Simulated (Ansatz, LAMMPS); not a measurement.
# Charge trapping in a frame of amorphous polyisobutylene (as short chains C22H46) from 640 K (136 atoms), part 3 of 4

Aim: add and remove one electron in a frame of amorphous polyisobutylene (as short chains C22H46) from 640 K (136 atoms), with atoms held and relaxed, and read trapping energy and localisation.

Ansatz 0.2.0; Kohn-Sham DFT, PBE+D3(BJ), PAW (set soft_2), plane waves.

The cell: 44 C and 92 H. The network of contacts between molecules at the start is that of the classical potential that made the cell. Sampling is at Γ alone, for a cell whose shortest periodic width is 11 Å.

So far. Step 6 (An extra electron, atoms relaxed): The relaxation converged after 2 steps, 0.00344 eV below its start, with a largest force component of 0.040 eV/Å. Step 6 (An extra electron, atoms relaxed): An extra electron, atoms relaxed: the energy stands 2.34 eV above that of the reference. An odd electron should give 1 μB; this run ended with the carrier shared between both spins.

**7. An extra electron, levels at the relaxed geometry**

A single point at the new geometry gives levels and spin density.

Input file input.yaml:

```yaml
crystal:
  lattice:
    - [11.42893, 0.0, 0.0]
    - [0.0, 11.42893, 0.0]
    - [0.0, 0.0, 11.42893]
  atoms:
    - { symbol: C, position: [0.05176, 0.58143, 0.91441] }
    - { symbol: C, position: [0.00097, 0.54365, 0.79645] }
    - { symbol: C, position: [0.91892, 0.43609, 0.7986] }
    - { symbol: C, position: [0.81354, 0.46154, 0.87905] }
    - { symbol: C, position: [0.98262, 0.32824, 0.84871] }
    - { symbol: C, position: [0.86407, 0.40901, 0.67647] }
    [... 124 atom lines left out ...]
    - { symbol: H, position: [0.45856, 0.70264, 0.06948] }
    - { symbol: H, position: [0.36713, 0.60332, 0.99363] }
    - { symbol: H, position: [0.30442, 0.71085, 0.08656] }
    - { symbol: H, position: [0.26962, 0.42175, 0.24323] }
    - { symbol: H, position: [0.26268, 0.4442, 0.08941] }
    - { symbol: H, position: [0.19203, 0.54392, 0.18574] }
total_charge: -1
kpoints:
  mp_grid: { grid: [1, 1, 1] }
hamiltonian:
  xc: pbe
  dispersion: d3bj
scf:
  occupations: { method: fermi_dirac, width: 0.01 }
  lower_state_search: "off"
output:
  forces: true
  stress: true
  populations: true
  dos:
    method: { smearing: { sigma: 0.15 } }
    de: 0.1
    projected: { site_lists: { C: [C], H: [H] } }
  eigenvalues: true
  write_density: true
  write_potential: true
  volumetric_format: npy
magnetization:
  spin_polarized: true
  initial_magnetization: 1
```

Run with:

```bash
> ansatz run input.yaml --threads 4 --pin off --max-ram 8192MiB --backend cpu --events-out ev --progress --plain --runs-dir out
```

Numbers of over 12 decimals in the logs are rounded to 6 here.

The log of the run:

```text
[...]
Crystal: 136 atoms, lattice volume = 1492.852 Å³
Basis set: ecut = 420 eV, 29039 PW (Γ), exchange–correlation on 160×160×160 points (8 copies of the dense FFT grid, shifted against one another)
Bands: 271, of which v1, the nominal top of the filled ones, is band 135 counted from 1 (134 counted from 0)
Symmetry: 1 space group operations
[...]
k-points: 1
[...]
Starting moments: Σ|m| = 1 μB on 136 of 136 sites
[...]
SCF iter   1: F=—  HF=-12592.884578 eV  |F-HF|=—  |Δ(HF+E_count)|=         —  Δρ=5.29e-2 (↑5.25e-2 ↓5.29e-2)  dr2=1.97e2  dr2_m=3.81e-3  M=1.000 μB ∫|m|=1.009 μB  β_m=1.00  ethr=3.10e-3  ⟨swp⟩=6.0  Hψ=2585  notcnv=0  defer=63
[...]
SCF iter  18: F=-12527.041746 eV  HF=-12527.041746 eV  |F-HF|=4.33e-10  |Δ(HF+E_count)|=   1.22e-9  Δρ=1.12e-7 (↑1.12e-7 ↓1.12e-7)  dr2=2.63e-10  dr2_m=1.24e-10  M=-0.000 μB ∫|m|=0.000 μB  ethr=1.00e-12  ⟨swp⟩=6.0  Hψ=2578  notcnv=0
[...]
SCF 1 converged in 18 iterations: F = -12527.041746 eV  dr2 = 2.63e-10
[...]
SCF converged after 18 iterations
Magnetization: -0.0000 μB (134.5000 up, 134.5000 down)
Absolute magnetization: 0.0000 μB (∫|ρ↑−ρ↓|, with the PAW one-centre terms)
[...]
Per-site moments (μB) at R_I (Å): [(1.882555993348027e-8, 0.452795), (1.9960622337912215e-8, 0.453665), (-1.1845131927966116e-7, 0.636018), (2.3009426507766948e-8, 0.452898), (6.831135514390356e-8, 0.452006), [...]
Free energy (F): -12527.041746 eV
[...]
Internal energy: -12527.027883 eV  (E = F + TS)
E sigma→0 (E₀):  -12527.034815 eV
Entropy (-TS):   -0.013863 eV (-0.102 meV/atom)
Fermi energy:    2.301083 eV
[...]
--- Forces (eV/Å), atoms counted from 1 ---
  atom   1  C     -0.00878792    -0.00697677    -0.00702045
  atom   2  C     -0.00670754    -0.01218043     0.02438895
  atom   3  C     -0.00375169     0.00148246    -0.01494077
  atom   4  C      0.01064324    -0.00400984     0.00538272
  atom   5  C     -0.00130658     0.02267229    -0.00620471
  atom   6  C      0.02732941    -0.01847990    -0.00018620
  atom   7  C     -0.02357383     0.00634537     0.02743440
  atom   8  C     -0.00705635    -0.03415067    -0.01851715
  atom   9  C     -0.01316344     0.01306152     0.00154024
  atom  10  C      0.01661629     0.02501620    -0.00515501
  atom  11  C     -0.01477208    -0.01375535    -0.03331092
  atom  12  C      0.01915570     0.00496103     0.01553767
  atom  13  C     -0.00005212     0.00431187     0.03436432
  atom  14  C     -0.00648588     0.02308528    -0.00417280
[...]
atom 135  H     -0.00279092     0.00009113     0.00441575
  atom 136  H      0.00135193    -0.00103573     0.00424397
  max |Σ_I F_I| component: 2.27e-5 eV/Å
--- Stress (GPa, compression-positive) ---
       -0.418384      -0.020814       0.016856
       -0.020814      -0.421975       0.001088
        0.016856       0.001087      -0.422133
  P = ⅓ Tr σ = -0.4208 GPa (-4.208 kbar)
--- Band table (eV) ---
[...]
--- Löwdin populations: 136 sites ---
  site symbol       q [e]    m [muB]
     0      C      4.4610    -0.0000
     1      C      4.2770    -0.0000
     2      C      3.9133    -0.0000
[...]
135      H      0.8246    -0.0000
  spilling = 0.012465 (of n_electrons = 269.000000)
```

Wall time 40 s (4 threads of Intel Xeon Platinum 8259CL at 2.50GHz (Skylake/Cascade Lake), shared host); peak memory 2.5 GiB; 2.6 min of CPU time.

An extra electron, levels at the relaxed geometry: the energy stands 2.34 eV above that of the reference. An odd electron should give 1 μB; this run ended with the carrier shared between both spins.

The levels nearest the highest filled one (over half full), pooled over k-points and spins:

```tsv
level less the highest filled one (eV)	occupation
-4.91	1
-4.91	1
0	0.5
0	0.5
0.834	0
0.834	0
0.899	0
0.899	0
```

**8. Neutral at the geometry of the electron**

The neutral cell at the new geometry gives the energy of that geometry without the charge.

Input file input.yaml:

```yaml
crystal:
  lattice:
    - [11.42893, 0.0, 0.0]
    - [0.0, 11.42893, 0.0]
    - [0.0, 0.0, 11.42893]
  atoms:
    [... the 136 atom lines of step 7 ...]
kpoints:
  mp_grid: { grid: [1, 1, 1] }
hamiltonian:
  xc: pbe
  dispersion: d3bj
scf:
  occupations: { method: fixed }
output:
  forces: true
  stress: true
  populations: true
  dos:
    method: { smearing: { sigma: 0.15 } }
    de: 0.1
    projected: { site_lists: { C: [C], H: [H] } }
  eigenvalues: true
```

The log of the run:

```text
[...]
Crystal: 136 atoms, lattice volume = 1492.852 Å³
Basis set: ecut = 420 eV, 29039 PW (Γ), exchange–correlation on 160×160×160 points (8 copies of the dense FFT grid, shifted against one another)
Bands: 270, of which v1, the nominal top of the filled ones, is band 134 counted from 1 (133 counted from 0)
Symmetry: 1 space group operations
[...]
k-points: 1
[...]
SCF iter   1: F=—  HF=-12529.355286 eV  |F-HF|=—  |Δ(HF+E_count)|=         —  Δρ=3.75e-3  dr2=2.90e-1  ethr=1.77e-3  ⟨swp⟩=4.0  Hψ=932  notcnv=0  defer=129
[...]
SCF iter   9: F=-12529.382837 eV  HF=-12529.382837 eV  |F-HF|=1.01e-9  |Δ(HF+E_count)|=   2.21e-8  Δρ=5.17e-7  dr2=6.05e-9  ethr=3.73e-11  ⟨swp⟩=5.0  Hψ=950  notcnv=0
SCF 1 converged in 9 iterations: F = -12529.382837 eV  dr2 = 6.05e-9
[...]
SCF converged after 9 iterations
Free energy (F): -12529.382837 eV
[...]
Internal energy: -12529.382837 eV  (E = F + TS)
E sigma→0 (E₀):  -12529.382837 eV
Fermi energy:    -2.577884 eV
[...]
--- Forces (eV/Å), atoms counted from 1 ---
  atom   1  C      0.00465380     0.01676991     0.00305128
  atom   2  C      0.00848910     0.00972996     0.01888038
  atom   3  C     -0.02060286    -0.01483594    -0.02521581
  atom   4  C     -0.01197244     0.00696253     0.01813104
  atom   5  C      0.00366327     0.00324157     0.00278507
  atom   6  C      0.02539110    -0.00331023     0.02077660
  atom   7  C     -0.02039116     0.00459898     0.02416711
  atom   8  C     -0.00385193    -0.00197786    -0.03298204
  atom   9  C      0.02346311    -0.00206640     0.00056004
  atom  10  C      0.00872807     0.01088642    -0.01451835
  atom  11  C     -0.02062105     0.00003801    -0.03043318
  atom  12  C     -0.00572548    -0.00199505     0.01182375
  atom  13  C      0.00591624     0.01106669     0.02723391
  atom  14  C     -0.00671416     0.00638799     0.00279899
[...]
atom 135  H     -0.00224811     0.00332750     0.00923354
  atom 136  H      0.01486562    -0.01654805    -0.00445818
  max |Σ_I F_I| component: 2.92e-5 eV/Å
--- Stress (GPa, compression-positive) ---
       -0.368018      -0.014982       0.013591
       -0.014982      -0.360010       0.044211
        0.013591       0.044211      -0.311608
  P = ⅓ Tr σ = -0.3465 GPa (-3.465 kbar)
--- Band table (eV) ---
[...]
--- Löwdin populations: 136 sites ---
  site symbol       q [e]
     0      C      4.4528
     1      C      4.2683
     2      C      3.9107
[...]
135      H      0.8197
  spilling = 0.011309 (of n_electrons = 268.000000)
```

The job ended after 13 s (4 threads; peak memory 1.6 GiB; 46 s of CPU time).

Neutral at the geometry of the electron: the energy stands 2.6e-4 eV above that of the reference.

**9. An extra hole, atoms held**

The electron count changes by one with the atoms held: a vertical process, on a uniform background, with spin and a narrow Fermi–Dirac smearing. Its energy against the neutral cell hangs on the program's zero of potential.

Changes to input.yaml since step 8:

```diff
@@ -6,3 +6,4 @@
   atoms:
-    [... the 136 atom lines of step 7 ...]
+    [... the 136 atom lines of step 4 ...]
+total_charge: 1
 kpoints:
@@ -13,3 +14,4 @@
 scf:
-  occupations: { method: fixed }
+  occupations: { method: fermi_dirac, width: 0.01 }
+  lower_state_search: "off"
 output:
@@ -23 +25,7 @@
   eigenvalues: true
+  write_density: true
+  write_potential: true
+  volumetric_format: npy
+magnetization:
+  spin_polarized: true
+  initial_magnetization: 1
```

The log of the run:

```text
[...]
Crystal: 136 atoms, lattice volume = 1492.852 Å³
Basis set: ecut = 420 eV, 29039 PW (Γ), exchange–correlation on 160×160×160 points (8 copies of the dense FFT grid, shifted against one another)
Bands: 270, of which v1, the nominal top of the filled ones, is band 134 counted from 1 (133 counted from 0)
Symmetry: 1 space group operations
[...]
k-points: 1
[...]
Starting moments: Σ|m| = 1 μB on 136 of 136 sites
[...]
SCF iter   1: F=—  HF=-12601.073332 eV  |F-HF|=—  |Δ(HF+E_count)|=         —  Δρ=5.44e-2 (↑5.44e-2 ↓5.40e-2)  dr2=2.19e2  dr2_m=5.64e-2  M=1.000 μB ∫|m|=1.025 μB  β_m=1.00  ethr=3.10e-3  ⟨swp⟩=6.0  Hψ=2564  notcnv=0  defer=64
[...]
SCF iter   2: F=—  HF=-12549.814063 eV  |F-HF|=—  |Δ(HF+E_count)|=         —  Δρ=3.33e-2 (↑3.23e-2 ↓3.33e-2)  dr2=6.85e1  dr2_m=4.21e-2  M=0.085 μB ∫|m|=0.220 μB  β_m=0.30  ethr=3.10e-3  ⟨swp⟩=3.0  Hψ=910  notcnv=0  defer=262
[...]
SCF iter  15: F=—  HF=-12526.676654 eV  |F-HF|=—  |Δ(HF+E_count)|=   1.65e-4  Δρ=1.18e-4 (↑1.08e-4 ↓1.18e-4)  dr2=5.21e-4  dr2_m=1.47e-4  M=1.000 μB ∫|m|=1.074 μB  β_m=0.30  ethr=7.08e-7  ⟨swp⟩=1.5  Hψ=283  notcnv=0  defer=258
[...]
spin-set hold released at iteration 15 (site moments' squared step at or under half its running peak, from the soft ceiling on): the magnetisation degrees of freedom join the quasi-Newton model from the next iteration; the mixer history was flushed
SCF iter  16: F=—  HF=-12526.679023 eV  |F-HF|=—  |Δ(HF+E_count)|=   2.37e-3  Δρ=1.42e-3 (↑7.97e-5 ↓1.42e-3)  dr2=1.35e-1  dr2_m=7.05e-3  M=1.000 μB ∫|m|=1.080 μB  β_m=0.16  ethr=1.95e-7  ⟨swp⟩=2.0  Hψ=477  notcnv=0  defer=258  recentre
SCF iter  17: F=—  HF=-12526.676698 eV  |F-HF|=—  |Δ(HF+E_count)|=   2.32e-3  Δρ=9.72e-5 (↑9.14e-5 ↓9.72e-5)  dr2=3.15e-4  dr2_m=1.06e-4  M=1.000 μB ∫|m|=1.075 μB  β_m=0.22  ethr=1.95e-7  ⟨swp⟩=2.0  Hψ=474  notcnv=0  defer=258
[...]
SCF iter  24: F=-12526.676934 eV  HF=-12526.676934 eV  |F-HF|=1.49e-9  |Δ(HF+E_count)|=   1.08e-9  Δρ=2.28e-7 (↑1.57e-7 ↓2.28e-7)  dr2=2.08e-9  dr2_m=3.69e-10  M=1.000 μB ∫|m|=1.084 μB  β_m=0.43  ethr=2.02e-12  ⟨swp⟩=5.0  Hψ=1900  notcnv=0
SCF iter  25: F=-12526.676934 eV  HF=-12526.676934 eV  |F-HF|=1.51e-10  |Δ(HF+E_count)|=  2.66e-10  Δρ=9.72e-8 (↑8.34e-8 ↓9.72e-8)  dr2=2.63e-10  dr2_m=8.63e-11  M=1.000 μB ∫|m|=1.084 μB  ethr=1.00e-12  ⟨swp⟩=4.5  Hψ=1840  notcnv=0
SCF 1 converged in 25 iterations: F = -12526.676934 eV  dr2 = 2.63e-10
[...]
SCF converged after 25 iterations
Magnetization: 1.0000 μB (134.0000 up, 133.0000 down)
Absolute magnetization: 1.0831 μB (∫|ρ↑−ρ↓|, with the PAW one-centre terms)
[...]
Per-site moments (μB) at R_I (Å): [(0.00165634, 0.452844), (0.00167888, 0.453616), (0.015368, 0.636130), (0.00606252, 0.453062), (0.00061813, 0.452192), [...]
Free energy (F): -12526.676934 eV
[...]
Internal energy: -12526.663227 eV  (E = F + TS)
E sigma→0 (E₀):  -12526.670081 eV
Entropy (-TS):   -0.013707 eV (-0.101 meV/atom)
Fermi energy:    -2.820584 eV
[...]
Σ components = -12526.676934   (vs F -12526.676934, Δ=0.00e0)
--- Forces (eV/Å), atoms counted from 1 ---
  atom   1  C      0.05439902    -0.00650547     0.00412234
  atom   2  C     -0.18412935     0.01284650     0.01863722
  atom   3  C      0.65745545    -0.06787489     0.07840454
  atom   4  C     -0.33071772     0.02395012    -0.12875715
[...]
atom 136  H      0.03625421    -0.01427599    -0.00155989
  max |Σ_I F_I| component: 6.56e-6 eV/Å
--- Stress (GPa, compression-positive) ---
        0.088638       0.030739      -0.097574
        0.030739      -0.363064      -0.092810
       -0.097574      -0.092810      -0.376303
  P = ⅓ Tr σ = -0.2169 GPa (-2.169 kbar)
--- Band table (eV) ---
[...]
--- Löwdin populations: 136 sites ---
  site symbol       q [e]    m [muB]
     0      C      4.4467     0.0065
     1      C      4.2637     0.0063
     2      C      3.8987     0.0252
[...]
135      H      0.8147    -0.0005
  spilling = 0.011624 (of n_electrons = 267.000000)
```

Elapsed: 42 s, on 4 threads; peak memory 2.5 GiB; 2.7 min of CPU time.

An extra hole, atoms held: the energy stands 2.71 eV above that of the reference, with a moment of 1.00 μB.

The levels nearest the highest filled one (over half full), pooled over k-points and spins:

```tsv
level less the highest filled one (eV)	occupation
-0.338	1
-0.124	1
-0.112	1
0	0.563
0.005	0.437
5.26	0
5.26	0
6.14	0
```

Spin density in the bc plane at fractional x = 0.490, with atoms of C and H within 0.2 Å of it.

Values in units of 1e-2 e/Å³, 13 rows by 16 columns, each cell a mean:
```
 0.0  0.4  0.2  0.3  0.1  0.0  0.0  0.0  0.0  0.0  0.0  0.0  0.0  0.1  0.6  0.1
 0.0  0.1  0.1  0.3  0.0  0.2  0.1  0.0  0.0  0.0  0.0  0.0  0.0  0.1  0.5  0.0
 0.0  0.7  0.4  0.7  0.3  0.2  0.0  0.0  0.0  0.0  0.0  0.0  0.1  0.0 -0.1  0.0
 0.4  0.4  0.0  0.1  0.1  0.0  0.0  0.0  0.0  0.0  0.0  0.0  0.0  0.0  0.2  0.0
 0.2  0.2  0.0  0.0  0.1  0.1  0.1  0.0  0.0  0.0  0.0  0.0  0.0  0.3  0.2  0.0
 0.1  0.0  0.0  0.0  0.1  0.0  0.0  0.0  0.0  0.0  0.0  0.0  0.3  1.7  1.8  0.1
 0.6  0.1  0.0  0.0  0.0  0.0  0.0  0.0  0.0  0.0  0.0  0.1  1.1  3.0  0.2  0.2
 0.0  0.0  0.0  0.0  0.0  0.0  0.0  0.0  0.0  0.0  0.2  2.8  0.6  0.0  0.1  0.6
 0.0  0.0  0.0  0.0  0.0  0.0  0.0  0.0  0.0  0.1  1.9  1.8  0.2  0.0  0.0  0.1
 0.0  0.0  0.0  0.0  0.0  0.0  0.0  0.0  0.0  0.0  0.2  0.1  0.0  0.0  0.0  0.0
 0.0  0.0  0.0  0.0  0.0  0.0  0.0  0.2  0.1  0.0  0.0  0.0  0.0  0.0  0.0  0.0
 0.0  0.0  0.0  0.0  0.0  0.0  0.3  0.5  0.0  0.0  0.0  0.1  0.0  0.0  0.0  0.0
 0.0  0.0  0.1  0.6  0.1  0.0  0.1  0.2  0.0  0.0  0.0  0.1  0.0  0.0  0.0  0.0
```
Columns run along b (11.4 Å), rows up along c (11.4 Å). Atoms in or near the plane, at fractional coordinates: C at (0.32, 0.66), C at (0.13, 0.95), C at (0.86, 0.54), C at (0.97, 0.47), C at (0.69, 0.36), C at (0.48, 0.16), H at (0.25, 0.59), H at (0.21, 0.00), H at (0.90, 0.93), H at (0.78, 0.84), H at (0.84, 0.23), H at (0.41, 0.23), H at (0.43, 0.08).

**10. An extra hole, atoms relaxed**

The atoms now respond to the charge; the energy gained comes from screening by the atoms, from trapping if the charge localises, and from any strain left in the reference.

input.yaml, the sections that differ from step 9:

```yaml
output:
  forces: true
relax:
  f_tol: 0.05
  max_steps: 90
# crystal, total_charge, kpoints, hamiltonian, scf, magnetization: as in step 9
```

The log of the run:

```text
[...]
Crystal: 136 atoms, lattice volume = 1492.852 Å³
Basis set: ecut = 420 eV, 29039 PW (Γ), exchange–correlation on 160×160×160 points (8 copies of the dense FFT grid, shifted against one another)
Bands: 270, of which v1, the nominal top of the filled ones, is band 134 counted from 1 (133 counted from 0)
Symmetry: 1 space group operations
[...]
k-points: 1
[...]
Starting moments: Σ|m| = 1 μB on 136 of 136 sites
[...]
SCF iter   1: F=—  HF=-12601.073332 eV  |F-HF|=—  |Δ(HF+E_count)|=         —  Δρ=5.44e-2 (↑5.44e-2 ↓5.40e-2)  dr2=2.19e2  dr2_m=5.64e-2  M=1.000 μB ∫|m|=1.025 μB  β_m=1.00  ethr=3.10e-3  ⟨swp⟩=6.0  Hψ=2564  notcnv=0  defer=64
[...]
SCF iter   2: F=—  HF=-12549.814063 eV  |F-HF|=—  |Δ(HF+E_count)|=         —  Δρ=3.33e-2 (↑3.23e-2 ↓3.33e-2)  dr2=6.85e1  dr2_m=4.21e-2  M=0.085 μB ∫|m|=0.220 μB  β_m=0.30  ethr=3.10e-3  ⟨swp⟩=3.0  Hψ=910  notcnv=0  defer=262
[...]
SCF iter  15: F=—  HF=-12526.676790 eV  |F-HF|=—  |Δ(HF+E_count)|=   1.29e-4  Δρ=1.28e-4 (↑1.07e-4 ↓1.28e-4)  dr2=7.38e-4  dr2_m=1.53e-4  M=1.000 μB ∫|m|=1.074 μB  β_m=0.30  ethr=6.47e-7  ⟨swp⟩=1.0  Hψ=282  notcnv=0  defer=258
[...]
SCF iter  17: F=—  HF=-12526.676822 eV  |F-HF|=—  |Δ(HF+E_count)|=   3.20e-3  Δρ=9.06e-5 (↑9.06e-5 ↓9.05e-5)  dr2=1.38e-4  dr2_m=1.05e-4  M=1.000 μB ∫|m|=1.075 μB  β_m=0.28  ethr=2.76e-7  ⟨swp⟩=2.0  Hψ=472  notcnv=0  defer=258
[...]
SCF iter  20: F=-12526.676934 eV  HF=-12526.676934 eV  |F-HF|=7.32e-8  |Δ(HF+E_count)|=   9.23e-8  Δρ=4.37e-6 (↑3.94e-6 ↓4.37e-6)  dr2=2.20e-7  dr2_m=2.00e-7  M=1.000 μB ∫|m|=1.083 μB  β_m=0.36  ethr=6.77e-10  ⟨swp⟩=1.0  Hψ=1018  notcnv=0
SCF iter  21: F=-12526.676934 eV  HF=-12526.676934 eV  |F-HF|=4.09e-8  |Δ(HF+E_count)|=   1.78e-7  Δρ=2.53e-6 (↑2.22e-6 ↓2.53e-6)  dr2=5.08e-8  dr2_m=6.92e-8  M=1.000 μB ∫|m|=1.083 μB  ethr=8.23e-11  ⟨swp⟩=1.0  Hψ=1098  notcnv=0
SCF 1 converged in 21 iterations: F = -12526.676934 eV  dr2 = 5.08e-8
[...]
relax step   1: F+E_penalty+E_count = -12526.67693424 eV  Δ(F+E_penalty+E_count) = +0.000e0 eV  max|allowed force component| = 1.004e0 eV/Å  Δτ_max = 0.0000 Å  (21 SCF iters, dr2 threshold 6.25e-5 eV, accepted)
[...]
relax step   2: F+E_penalty+E_count = -12526.78957666 eV  Δ(F+E_penalty+E_count) = -1.126e-1 eV  max|allowed force component| = 2.684e-1 eV/Å  Δτ_max = 0.0778 Å  (14 SCF iters, dr2 threshold 6.30e-5 eV, accepted)
[...]
relax step   3: F+E_penalty+E_count = -12526.81434897 eV  Δ(F+E_penalty+E_count) = -2.477e-2 eV  max|allowed force component| = 1.715e-1 eV/Å  Δτ_max = 0.0305 Å  (13 SCF iters, dr2 threshold 4.50e-6 eV, accepted)
[...]
relax step   4: F+E_penalty+E_count = -12526.81984314 eV  Δ(F+E_penalty+E_count) = -5.494e-3 eV  max|allowed force component| = 8.460e-2 eV/Å  Δτ_max = 0.0345 Å  (16 SCF iters, accepted)
[...]
relax step   5: F+E_penalty+E_count = -12526.82129492 eV  Δ(F+E_penalty+E_count) = -1.452e-3 eV  max|allowed force component| = 4.510e-2 eV/Å  Δτ_max = 0.0229 Å  (14 SCF iters, accepted)
SCF converged after 14 iterations
Magnetization: 1.0000 μB (134.0000 up, 133.0000 down)
Absolute magnetization: 1.0854 μB (∫|ρ↑−ρ↓|, with the PAW one-centre terms)
[...]
Per-site moments (μB) at R_I (Å): [(0.00142624, 0.452789), (0.00125891, 0.454266), (0.015333, 0.633780), (0.00567661, 0.453205), (0.000447279, 0.452117), [...]
Free energy (F): -12526.821295 eV
[...]
Internal energy: -12526.807826 eV  (E = F + TS)
E sigma→0 (E₀):  -12526.814560 eV
Entropy (-TS):   -0.013469 eV (-0.099 meV/atom)
Fermi energy:    -2.549465 eV
[...]
Σ components = -12526.821295   (vs F -12526.821295, Δ=0.00e0)
--- Forces (eV/Å), atoms counted from 1 ---
  atom   1  C      0.00415917    -0.00187213    -0.00084997
  atom   2  C     -0.00672531     0.00252405     0.00394484
  atom   3  C      0.00978900    -0.00300591     0.00405005
  atom   4  C     -0.00872320    -0.00211054    -0.00496509
[...]
atom 136  H      0.00027695    -0.00118680     0.00091437
  max |Σ_I F_I| component: 1.10e-5 eV/Å
--- Relaxed structure (5 steps of the walk, 5 accepted, 0 SCFs on fresh bases) ---
  F+E_penalty+E_count = -12526.82129492 eV   max|allowed force component| = 4.510e-2 eV/Å
  atoms:
    - { symbol: C, position: [0.053136, 0.580318, 0.912065] }
    - { symbol: C, position: [0.00024309, 0.542809, 0.794823] }
    - { symbol: C, position: [0.919660, 0.434754, 0.798121] }
    - { symbol: C, position: [0.813287, 0.460483, 0.878237] }
[...]
- { symbol: H, position: [0.192862, 0.543764, 0.189718] }
```

Run time: 92 s. Hardware: 4 threads; peak memory 2.4 GiB.

The relaxation converged after 5 steps, 0.144 eV below its start, with a largest force component of 0.045 eV/Å.

An extra hole, atoms relaxed: the energy stands 2.56 eV above that of the reference, with a moment of 1.00 μB.

(Part 3 of 4 ends here.)

[Logs are printed without paths, hosts, clocks, repeated set-up lines and the standing remarks that a program may print on its own settings, such as how far it seeks lower states.]

[Hosts, paths, dates, database ids (printed as entryN), source tags and the programs' standing remarks are cut or masked in the printed files.]
